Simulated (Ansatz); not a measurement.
# How Ba(110) screens a field

Wanted: the response of a Ba(110) slab to a perpendicular field.

Method: plane-wave DFT, r2SCAN, Ansatz PAW, in Ansatz 0.2.0.

### Step 1. The starting structure

The cell holds 7 atoms: 7 Ba. Cell: a = 4.347 Å, b = 4.347 Å, c = 39.298 Å, α = 90.0°, β = 90.0°, γ = 70.5°. Vacuum lies along c.

### Step 2. Atoms held, field 0

A sawtooth potential applies the field, turning back in the middle of the vacuum. With the dipole correction the typed value is the field outside the slab. The induced dipole is small, so the SCF threshold is tight.

input.yaml reads:

```yaml
crystal:
  lattice:
    - [3.5496760416, -2.51, 0.0]
    - [3.5496760416, 2.51, 0.0]
    - [0.0, 0.0, 39.2980562493]
  atoms:
    - { symbol: Ba, position: [0.0, 0.0, 0.2290189607] }
    - { symbol: Ba, position: [0.5, 0.5, 0.3193459738] }
    - { symbol: Ba, position: [0.0, 0.0, 0.4096729869] }
    - { symbol: Ba, position: [0.5, 0.5, 0.5] }
    - { symbol: Ba, position: [0.0, 0.0, 0.5903270131] }
    - { symbol: Ba, position: [0.5, 0.5, 0.6806540262] }
    - { symbol: Ba, position: [0.0, 0.0, 0.7709810393] }
kpoints:
  mp_grid: { grid: [12, 12, 1] }
hamiltonian:
  xc: r2scan
scf:
  occupations: { method: fermi_dirac, width: 0.1 }
  convergence: { dr2_threshold: 1.0e-10 }
efield:
  axis: 3
  dipole_correction: true
  ramp_position: 0.97
  ramp_width: 0.06
  amplitude: 0
output:
  forces: true
  write_potential: true
  write_density: true
  volumetric_format: npy
```

Started as:

```
ansatz run input.yaml --threads 4 --pin off --max-ram 6144MiB --backend cpu --events-out ev --progress --plain --runs-dir out
```

Numbers of over 12 decimals in the logs are rounded to 6 here.

The log of the run:

```text
Engine: ansatz 0.2.0, aarch64-unknown-linux-gnu
Pseudopotentials: kind: paw
Pseudopotential: Ba, paw, valence charge 10, recommended cutoff 500 eV (meta_gga), Ba.paw.azcp
Functional definition: r2SCAN
  parameter k0 = 0.174
  parameter k1 = 0.065
  parameter a1 = 4.9479
  exchange = r2scan_x(k0 = k0, k1 = k1, a1 = a1)
  correlation = r2scan_c
Crystal: 7 atoms, lattice volume = 700.267 Å³
Basis set: ecut = 500 eV, 17655 PW (Γ), exchange–correlation on 128×128×1152 points (64 copies of the dense FFT grid, shifted against one another)
Bands: 42, of which v1, the nominal top of the filled ones, is band 35 counted from 1 (34 counted from 0)
Symmetry: 4 space group operations
k-points: 43 of 144
Non-local potential: Ba, projectors of the file, l = 0: 3, l = 1: 2, l = 2: 2, l = 3: 2
PAW form: soft (Blöchl's): semilocal exchange-correlation on the pseudo side does not see the compensation charge
PAW frozen core: Ba, regenerated for the run's functional (the file was generated under x = pbe(κ = 0.804, μ = 0.219515), c = pbe(β = 0.066725))
PAW one-centre angular grid: Ba, 302 points (default); XC on 160 Gauss nodes
Initial density: superposition of atomic densities (neutral atoms: chi_scale 0, normalization atom), corrected by the library's trained network
Initial wavefunctions: pseudopotential atomic-orbital guess
Functional: x = r2scan, c = r2scan; τ floored in thin density (d = 2e-4 eV/Å³)
SCF iter   1: F=—  HF=-41750.273162 eV  |F-HF|=—  |Δ(HF+E_count)|=         —  Δρ=2.47e-3  dr2=4.04e-1  dr2_τ=7.97e-3  ethr=1.77e-3  p=0.000 e·Å  D=6.18e-14 V/Å  ΔV_dip=-0.00 eV  dr2_dipole=2.56e-9  V_vac-E_F(+/−)=2.54/2.54 eV  ⟨swp⟩=16.6  Hψ=30480  notcnv=0
efield: sawtooth ramp at fractional position 0.9700 (set: `efield.ramp_position`, or a place that a band, a saddle search or an elastic batch's reference lends), width 0.0600; the density the first Hamiltonian is built on has a dipole p = 0.000 e·Å; the dipole correction subtracts the counter field D = 6.18e-14 V/Å, which shifts the + side's vacuum level by -0.00 eV against the − side's; the planar-averaged density in the ramp window peaks in size at 2.6e-5 e/Å³
automatic band count: the SCF goes on with 49 bands, as 42 were too few: the levels above may hold too much charge
preconditioner: auto → LDOS  [metal: Δε(μ)=0.008 eV  Ē_g=1.722 eV  σ=0.100 eV  W_gap=0.02  n_scr=88 (ndim 8)  ℏωp=5.3 eV  f_vac=0.326  D(μ)=8.69/eV (n_scr^D=18)  β→1.0]
SCF iter   2: F=—  HF=-41750.592297 eV  |F-HF|=—  |Δ(HF+E_count)|=   3.19e-1  Δρ=1.34e-3  dr2=5.39e-2  dr2_τ=1.22e-3  ethr=5.77e-4  p=0.000 e·Å  D=5.68e-7 V/Å  ΔV_dip=-0.00 eV  dr2_dipole=2.70e-9  V_vac-E_F(+/−)=2.38/2.38 eV  ⟨swp⟩=3.2  Hψ=4371  notcnv=0
SCF iter   3: F=—  HF=-41750.592078 eV  |F-HF|=—  |Δ(HF+E_count)|=   2.20e-4  Δρ=4.03e-4  dr2=2.34e-3  dr2_τ=2.53e-5  ethr=7.70e-5  p=0.000 e·Å  D=3.88e-7 V/Å  ΔV_dip=-0.00 eV  dr2_dipole=6.63e-11  V_vac-E_F(+/−)=2.41/2.41 eV  ⟨swp⟩=1.0  Hψ=2107  notcnv=0
SCF iter   4: F=—  HF=-41750.593669 eV  |F-HF|=—  |Δ(HF+E_count)|=   1.59e-3  Δρ=8.90e-5  dr2=2.11e-4  dr2_τ=3.54e-6  ethr=3.35e-6  p=0.000 e·Å  D=2.54e-7 V/Å  ΔV_dip=-0.00 eV  dr2_dipole=6.08e-10  V_vac-E_F(+/−)=2.43/2.43 eV  ⟨swp⟩=2.0  Hψ=3373  notcnv=0
SCF iter   5: F=—  HF=-41750.593687 eV  |F-HF|=—  |Δ(HF+E_count)|=   1.83e-5  Δρ=3.18e-5  dr2=2.38e-5  dr2_τ=4.06e-7  ethr=3.02e-7  p=0.000 e·Å  D=1.96e-7 V/Å  ΔV_dip=-0.00 eV  dr2_dipole=1.12e-10  V_vac-E_F(+/−)=2.43/2.43 eV  ⟨swp⟩=2.0  Hψ=3193  notcnv=0
SCF iter   6: F=—  HF=-41750.593690 eV  |F-HF|=—  |Δ(HF+E_count)|=   2.89e-6  Δρ=9.98e-6  dr2=4.89e-6  dr2_τ=1.41e-8  ethr=3.40e-8  p=0.000 e·Å  D=1.23e-7 V/Å  ΔV_dip=-0.00 eV  dr2_dipole=1.82e-13  V_vac-E_F(+/−)=2.43/2.43 eV  ⟨swp⟩=2.1  Hψ=3339  notcnv=0
SCF iter   7: F=—  HF=-41750.593904 eV  |F-HF|=—  |Δ(HF+E_count)|=   2.14e-4  Δρ=4.41e-6  dr2=4.13e-7  dr2_τ=5.91e-9  ethr=6.98e-9  p=0.000 e·Å  D=4.99e-8 V/Å  ΔV_dip=-0.00 eV  dr2_dipole=8.86e-12  V_vac-E_F(+/−)=2.43/2.43 eV  ⟨swp⟩=2.1  Hψ=2554  notcnv=0
SCF iter   8: F=—  HF=-41750.593904 eV  |F-HF|=—  |Δ(HF+E_count)|=   9.54e-8  Δρ=1.03e-6  dr2=4.77e-8  dr2_τ=2.54e-10  ethr=5.89e-10  p=0.000 e·Å  D=2.02e-8 V/Å  ΔV_dip=-0.00 eV  dr2_dipole=9.80e-13  V_vac-E_F(+/−)=2.43/2.43 eV  ⟨swp⟩=2.3  Hψ=3565  notcnv=0
SCF iter   9: F=—  HF=-41750.593904 eV  |F-HF|=—  |Δ(HF+E_count)|=   1.82e-8  Δρ=6.65e-7  dr2=1.24e-8  dr2_τ=1.60e-10  ethr=6.81e-11  p=0.000 e·Å  D=8.87e-9 V/Å  ΔV_dip=-0.00 eV  dr2_dipole=1.72e-13  V_vac-E_F(+/−)=2.43/2.43 eV  ⟨swp⟩=2.3  Hψ=3543  notcnv=0
SCF iter  10: F=—  HF=-41750.593904 eV  |F-HF|=—  |Δ(HF+E_count)|=  4.80e-10  Δρ=1.52e-7  dr2=5.80e-10  dr2_τ=2.66e-12  ethr=1.77e-11  p=0.000 e·Å  D=3.45e-9 V/Å  ΔV_dip=-0.00 eV  dr2_dipole=1.41e-14  V_vac-E_F(+/−)=2.43/2.43 eV  ⟨swp⟩=2.0  Hψ=3138  notcnv=0
SCF iter  11: F=-41750.593904 eV  HF=-41750.593904 eV  |F-HF|=5.09e-10  |Δ(HF+E_count)|=  6.26e-10  Δρ=6.17e-8  dr2=9.71e-11  dr2_τ=1.21e-12  ethr=1.00e-12  p=0.000 e·Å  D=1.05e-9 V/Å  ΔV_dip=-0.00 eV  dr2_dipole=9.54e-16  V_vac-E_F(+/−)=2.43/2.43 eV  ⟨swp⟩=10.9  Hψ=12817  notcnv=0
SCF 1 converged in 11 iterations: F = -41750.593904 eV  dr2 = 9.71e-11
  Residual-converged pass: ⟨swp⟩=1.0  Hψ=2280  notcnv=0  max |occ|·‖R‖ = 7.1e-9 eV (tolerance 1.0e-8 eV)  dr2=9.71e-11  dr2_τ=1.21e-12  dr2_onsite=6.45e-13  max |Δocc| = 1.4e-11
  greatest PAW one-centre occupation: 0.952 electrons in one spin orbital (limit 2), on the Ba atom at site 0 (counted from 0), in its partial waves of l = 0
WARN: The output density's exchange-correlation potential varies sharply where the density is thin. Do not read a vacuum level from v_tot or v_xc, or from such a field of the output density. On a cell that repeats whose density bears no net charge and no dipole along the vacuum's axis use v_es (v_loc + v_h of the components); under efield.dipole_correction with no amplitude use v_es + v_field, which holds any externa [...]
SCF converged after 11 iterations
Free energy (F): -41750.593904 eV
Harris-Foulkes:  -41750.593904 eV  (|F-HF|=5.09e-10)
Internal energy: -41750.277396 eV  (E = F + TS)
E sigma→0 (E₀):  -41750.435650 eV
Entropy (-TS):   -0.316508 eV (-45.215 meV/atom)
Fermi energy:    2.910519 eV
Dipole field:    D = 0.000000 V/Å  (p = 0.000000 e·Å, saw-weighted, corrected)
Work function:   Φ+ = 2.4298 eV   Φ− = 2.4298 eV
Levels:          The Fermi level and band energies are counted from a zero that moves with the ramp; work functions are not
--- Per-component energies (eV) ---
  E_band       = -846.559723
  E_kinetic    = 1163.441673
  E_local      = -25235.044931  (includes V_loc(G=0)·N_el)
  E_nonlocal   = 390.843966
  E_hartree    = 12021.527600
  E_xc         = -1084.270017
  E_vxc        = -1012.185654  (∫ρ·V_xc dr)
  E_paw        = -36761.145949  (= ΣΔE_a)
  E_vpaw       = -247.166884  (= ΣTr[D̂ρ^β])
  E_aug_tail   = -0.000005  (compensation charges beyond the density's cutoff)
  E_vtau       = 50.497687  (kinetic-family band-sum trace: ∫τ·v_τ [+ j·A + Jᵃ·Aᵃ] dr)
  E_efield     = 0.000000  (sawtooth field / dipole correction)
  E_vefield    = 0.000000  (∫n·V_field dr)
  E_ewald      = 7753.877356
  E_core_change = 0.492911  (= ΣΔE_core)
  E_smearing   = -0.316508  (= −TS)
  E_closure    = -0.000000  (closes the sum)
  Σ components = -41750.593904   (vs F -41750.593904, Δ=0.00e0)
--- Forces (eV/Å), atoms counted from 1 ---
  atom   1  Ba     0.00000000     0.00000000     0.03533382
  atom   2  Ba     0.00000000     0.00000000    -0.07369599
  atom   3  Ba     0.00000000     0.00000000     0.00913273
  atom   4  Ba     0.00000000     0.00000000     0.00000000
  atom   5  Ba     0.00000000     0.00000000    -0.00913272
  atom   6  Ba     0.00000000     0.00000000     0.07369597
  atom   7  Ba     0.00000000     0.00000000    -0.03533381
  max |Σ_I F_I| component: 1.21e-10 eV/Å
--- Band table (eV; the first three rows and the last of 43) ---
  k-point 0: bands = [... 31 lower, 0.9968, 1.4217, 1.7758, 1.9788, 3.3438, 3.3473, 3.7971, 3.8469, ... 10 higher]
  k-point 1: bands = [... 31 lower, 1.0883, 1.5133, 1.8717, 2.0792, 3.3622, 3.3675, 3.7865, 3.8262, ... 10 higher]
  k-point 2: bands = [... 31 lower, 1.3385, 1.7591, 2.1306, 2.3572, 3.3862, 3.3940, 3.6563, 3.6671, ... 10 higher]
  k-point 42: bands = [... 31 lower, 2.3349, 2.4149, 2.4179, 2.4799, 2.5656, 2.5764, 2.7258, 3.0560, ... 10 higher]
```

The job ended after 3.9 min (4 threads of Arm Neoverse N1, shared host; peak memory 3.1 GiB).

Reading the cycles: dr2 is the Hartree energy of the density residual (eV), the measure of convergence; HF is the Harris–Foulkes estimate of the energy, which meets the free energy F at convergence.

This step gave:

```
energy at zero smearing   : -41750.4357 eV
work function, upper face : 2.430 eV
dipole along the normal   : 9.00e-8 e·Å
```

Running mean over 3.55 Å of the planar mean; the ramp of the sawtooth is left out. The electron's electrostatic potential energy less the Fermi level by z:

```
z (Å)  electron's electrostatic potential energy less the Fermi level (eV)
    4                                                                 2.41
    6                                                                 1.91
    8                                                                -2.70
   10                                                                -3.06
   12                                                                -2.96
   14                                                                -3.00
   16                                                                -3.00
   18                                                                -2.99
   20                                                                -2.98
   22                                                                -2.99
   24                                                                -3.00
   26                                                                -2.98
   28                                                                -2.96
   30                                                                -3.20
   32                                                               -0.947
   34                                                                 2.26
```

Force by atom:

```
atom  x (eV/Å)  y (eV/Å)  z (eV/Å)    size
 Ba1    0.0000    0.0000    0.0353  0.0353
 Ba2    0.0000    0.0000   -0.0737  0.0737
 Ba3    0.0000    0.0000    0.0091  0.0091
 Ba4    0.0000    0.0000    0.0000  0.0000
 Ba5    0.0000    0.0000   -0.0091  0.0091
 Ba6    0.0000    0.0000    0.0737  0.0737
 Ba7    0.0000    0.0000   -0.0353  0.0353
```

The work function of the upper face is 2.43 eV.

### Step 3. Single point, field 0.03 V/Å

input.yaml, as its differences from that of step 2:

```diff
@@ -25,3 +25,3 @@
   ramp_width: 0.06
-  amplitude: 0
+  amplitude: 0.03
 output:
```

The log of the run:

```text
[...]
Crystal: 7 atoms, lattice volume = 700.267 Å³
Basis set: ecut = 500 eV, 17655 PW (Γ), exchange–correlation on 128×128×1152 points (64 copies of the dense FFT grid, shifted against one another)
Bands: 42, of which v1, the nominal top of the filled ones, is band 35 counted from 1 (34 counted from 0)
Symmetry: 4 space group operations
k-points: 43 of 144
[...]
k-point 0: bands = [... 31 lower, 0.9966, 1.4215, 1.7756, 1.9786, 3.3286, 3.3621, 3.7969, 3.8467, ... 10 higher]
  k-point 1: bands = [... 31 lower, 1.0881, 1.5131, 1.8716, 2.0790, 3.3489, 3.3803, 3.7863, 3.8261, ... 10 higher]
  k-point 2: bands = [... 31 lower, 1.3383, 1.7589, 2.1304, 2.3570, 3.3780, 3.4017, 3.6561, 3.6670, ... 10 higher]
  k-point 42: bands = [... 31 lower, 2.3348, 2.4147, 2.4177, 2.4797, 2.5655, 2.5762, 2.7256, 3.0558, ... 10 higher]
[key lines of the parts left out:]
SCF converged after 13 iterations
Free energy (F): -41750.595117 eV
Fermi energy:    2.910337 eV
Dipole field:    D = 0.020898 V/Å  (p = 0.080872 e·Å, saw-weighted, corrected)
```

The job ended after 4 min (4 threads; peak memory 2.9 GiB; 16 min of CPU time).

The dipole is 0.0809 e·Å.

### Step 4. Atoms held, field -0.03 V/Å

input.yaml, as its differences from that of step 3:

```diff
@@ -25,3 +25,3 @@
   ramp_width: 0.06
-  amplitude: 0.03
+  amplitude: -0.03
 output:
```

The log of the run:

```text
[...]
Crystal: 7 atoms, lattice volume = 700.267 Å³
Basis set: ecut = 500 eV, 17655 PW (Γ), exchange–correlation on 128×128×1152 points (64 copies of the dense FFT grid, shifted against one another)
Bands: 42, of which v1, the nominal top of the filled ones, is band 35 counted from 1 (34 counted from 0)
Symmetry: 4 space group operations
k-points: 43 of 144
[...]
k-point 0: bands = [... 31 lower, 0.9966, 1.4215, 1.7756, 1.9786, 3.3286, 3.3621, 3.7969, 3.8467, ... 10 higher]
  k-point 1: bands = [... 31 lower, 1.0881, 1.5131, 1.8716, 2.0790, 3.3489, 3.3803, 3.7863, 3.8261, ... 10 higher]
  k-point 2: bands = [... 31 lower, 1.3383, 1.7589, 2.1304, 2.3570, 3.3780, 3.4017, 3.6561, 3.6670, ... 10 higher]
  k-point 42: bands = [... 31 lower, 2.3348, 2.4147, 2.4177, 2.4797, 2.5655, 2.5762, 2.7256, 3.0558, ... 10 higher]
[key lines of the parts left out:]
SCF converged after 13 iterations
Free energy (F): -41750.595117 eV
Fermi energy:    2.910337 eV
Dipole field:    D = -0.020898 V/Å  (p = -0.080872 e·Å, saw-weighted, corrected)
```

Run time: 4 min. Hardware: 4 threads; peak memory 2.9 GiB.

The dipole is -0.0809 e·Å.

### Step 5. Single point, field 0.1 V/Å

input.yaml, as its differences from that of step 4:

```diff
@@ -25,3 +25,3 @@
   ramp_width: 0.06
-  amplitude: -0.03
+  amplitude: 0.1
 output:
```

The log of the run:

```text
[...]
Crystal: 7 atoms, lattice volume = 700.267 Å³
Basis set: ecut = 500 eV, 17655 PW (Γ), exchange–correlation on 128×128×1152 points (64 copies of the dense FFT grid, shifted against one another)
Bands: 42, of which v1, the nominal top of the filled ones, is band 35 counted from 1 (34 counted from 0)
Symmetry: 4 space group operations
k-points: 43 of 144
[...]
k-point 0: bands = [... 31 lower, 0.9949, 1.4198, 1.7738, 1.9768, 3.2874, 3.3987, 3.7951, 3.8448, ... 10 higher]
  k-point 1: bands = [... 31 lower, 1.0864, 1.5114, 1.8698, 2.0772, 3.3106, 3.4140, 3.7844, 3.8242, ... 10 higher]
  k-point 2: bands = [... 31 lower, 1.3366, 1.7572, 2.1287, 2.3552, 3.3498, 3.4249, 3.6540, 3.6658, ... 10 higher]
  k-point 42: bands = [... 31 lower, 2.3330, 2.4127, 2.4161, 2.4779, 2.5636, 2.5744, 2.7239, 3.0541, ... 10 higher]
[key lines of the parts left out:]
SCF converged after 15 iterations
Free energy (F): -41750.607384 eV
Fermi energy:    2.908505 eV
Dipole field:    D = 0.069686 V/Å  (p = 0.269680 e·Å, saw-weighted, corrected)
```

The job ended after 4.3 min (4 threads; peak memory 2.9 GiB; 17 min of CPU time).

The dipole is 0.270 e·Å.

### Step 6. Single point, field -0.1 V/Å

input.yaml, as its differences from that of step 5:

```diff
@@ -25,3 +25,3 @@
   ramp_width: 0.06
-  amplitude: 0.1
+  amplitude: -0.1
 output:
```

The log of the run:

```text
[...]
Crystal: 7 atoms, lattice volume = 700.267 Å³
Basis set: ecut = 500 eV, 17655 PW (Γ), exchange–correlation on 128×128×1152 points (64 copies of the dense FFT grid, shifted against one another)
Bands: 42, of which v1, the nominal top of the filled ones, is band 35 counted from 1 (34 counted from 0)
Symmetry: 4 space group operations
k-points: 43 of 144
[...]
k-point 0: bands = [... 31 lower, 0.9949, 1.4198, 1.7738, 1.9768, 3.2874, 3.3987, 3.7951, 3.8448, ... 10 higher]
  k-point 1: bands = [... 31 lower, 1.0864, 1.5114, 1.8698, 2.0772, 3.3106, 3.4140, 3.7844, 3.8242, ... 10 higher]
  k-point 2: bands = [... 31 lower, 1.3366, 1.7572, 2.1287, 2.3552, 3.3498, 3.4249, 3.6540, 3.6658, ... 10 higher]
  k-point 42: bands = [... 31 lower, 2.3330, 2.4127, 2.4161, 2.4779, 2.5636, 2.5744, 2.7239, 3.0541, ... 10 higher]
[key lines of the parts left out:]
SCF converged after 15 iterations
Free energy (F): -41750.607384 eV
Fermi energy:    2.908505 eV
Dipole field:    D = -0.069686 V/Å  (p = -0.269680 e·Å, saw-weighted, corrected)
```

Elapsed: 4.4 min, on 4 threads; peak memory 3.1 GiB.

The dipole is -0.270 e·Å.

### Step 7. Single point, field 0.15 V/Å

input.yaml, as its differences from that of step 6:

```diff
@@ -25,3 +25,3 @@
   ramp_width: 0.06
-  amplitude: -0.1
+  amplitude: 0.15
 output:
@@ -31 +31,2 @@
   volumetric_format: npy
+  elf: true
```

The log of the run:

```text
[...]
Crystal: 7 atoms, lattice volume = 700.267 Å³
Basis set: ecut = 500 eV, 17655 PW (Γ), exchange–correlation on 128×128×1152 points (64 copies of the dense FFT grid, shifted against one another)
Bands: 42, of which v1, the nominal top of the filled ones, is band 35 counted from 1 (34 counted from 0)
Symmetry: 4 space group operations
k-points: 43 of 144
[...]
k-point 0: bands = [... 31 lower, 0.9925, 1.4173, 1.7713, 1.9742, 3.2563, 3.4234, 3.7925, 3.8422, ... 10 higher]
  k-point 1: bands = [... 31 lower, 1.0840, 1.5089, 1.8673, 2.0746, 3.2815, 3.4367, 3.7819, 3.8217, ... 10 higher]
  k-point 2: bands = [... 31 lower, 1.3342, 1.7547, 2.1262, 2.3527, 3.3278, 3.4400, 3.6512, 3.6642, ... 10 higher]
  k-point 42: bands = [... 31 lower, 2.3304, 2.4100, 2.4138, 2.4755, 2.5611, 2.5719, 2.7215, 3.0517, ... 10 higher]
[key lines of the parts left out:]
SCF converged after 19 iterations
Free energy (F): -41750.624241 eV
Fermi energy:    2.905935 eV
Dipole field:    D = 0.104566 V/Å  (p = 0.404663 e·Å, saw-weighted, corrected)
```

Elapsed: 6.1 min, on 4 threads; peak memory 2.9 GiB.

Running mean over 3.55 Å of the planar mean, with the applied field; the ramp of the sawtooth is left out. Electron's electrostatic potential energy less the Fermi level against z:

| z (Å) | electron's electrostatic potential energy less the Fermi level (eV) |
| --- | --- |
| 4 | 2.13 |
| 5 | 2.17 |
| 6 | 1.85 |
| 7 | -0.0411 |
| 8 | -2.68 |
| 9 | -3.23 |
| 10 | -3.06 |
| 11 | -2.97 |
| 12 | -2.96 |
| 13 | -2.98 |
| 14 | -3.00 |
| 15 | -3.00 |
| 16 | -3.00 |
| 17 | -2.99 |
| 18 | -2.99 |
| 19 | -2.98 |
| 20 | -2.98 |
| 21 | -2.98 |
| 22 | -2.99 |
| 23 | -2.99 |
| 24 | -3.00 |
| 25 | -3.00 |
| 26 | -2.98 |
| 27 | -2.96 |
| 28 | -2.96 |
| 29 | -3.01 |
| 30 | -3.20 |
| 31 | -3.07 |
| 32 | -0.949 |
| 33 | 1.62 |
| 34 | 2.40 |
| 35 | 2.67 |

The dipole is 0.405 e·Å.

(Continued in part 2 of 2.)

[Logs are printed without paths, hosts, clocks, repeated set-up lines and the standing remarks that a program may print on its own settings, such as how far it seeks lower states.]

[Hosts, paths, dates, database ids (printed as entryN), source tags and the programs' standing remarks are cut or masked in the printed files.]

[Maps of the electrostatic potential energy from Ansatz leave out the sawtooth potential of an applied field or a dipole correction, so their vacuum need not be flat; planar profiles and work functions include it.]
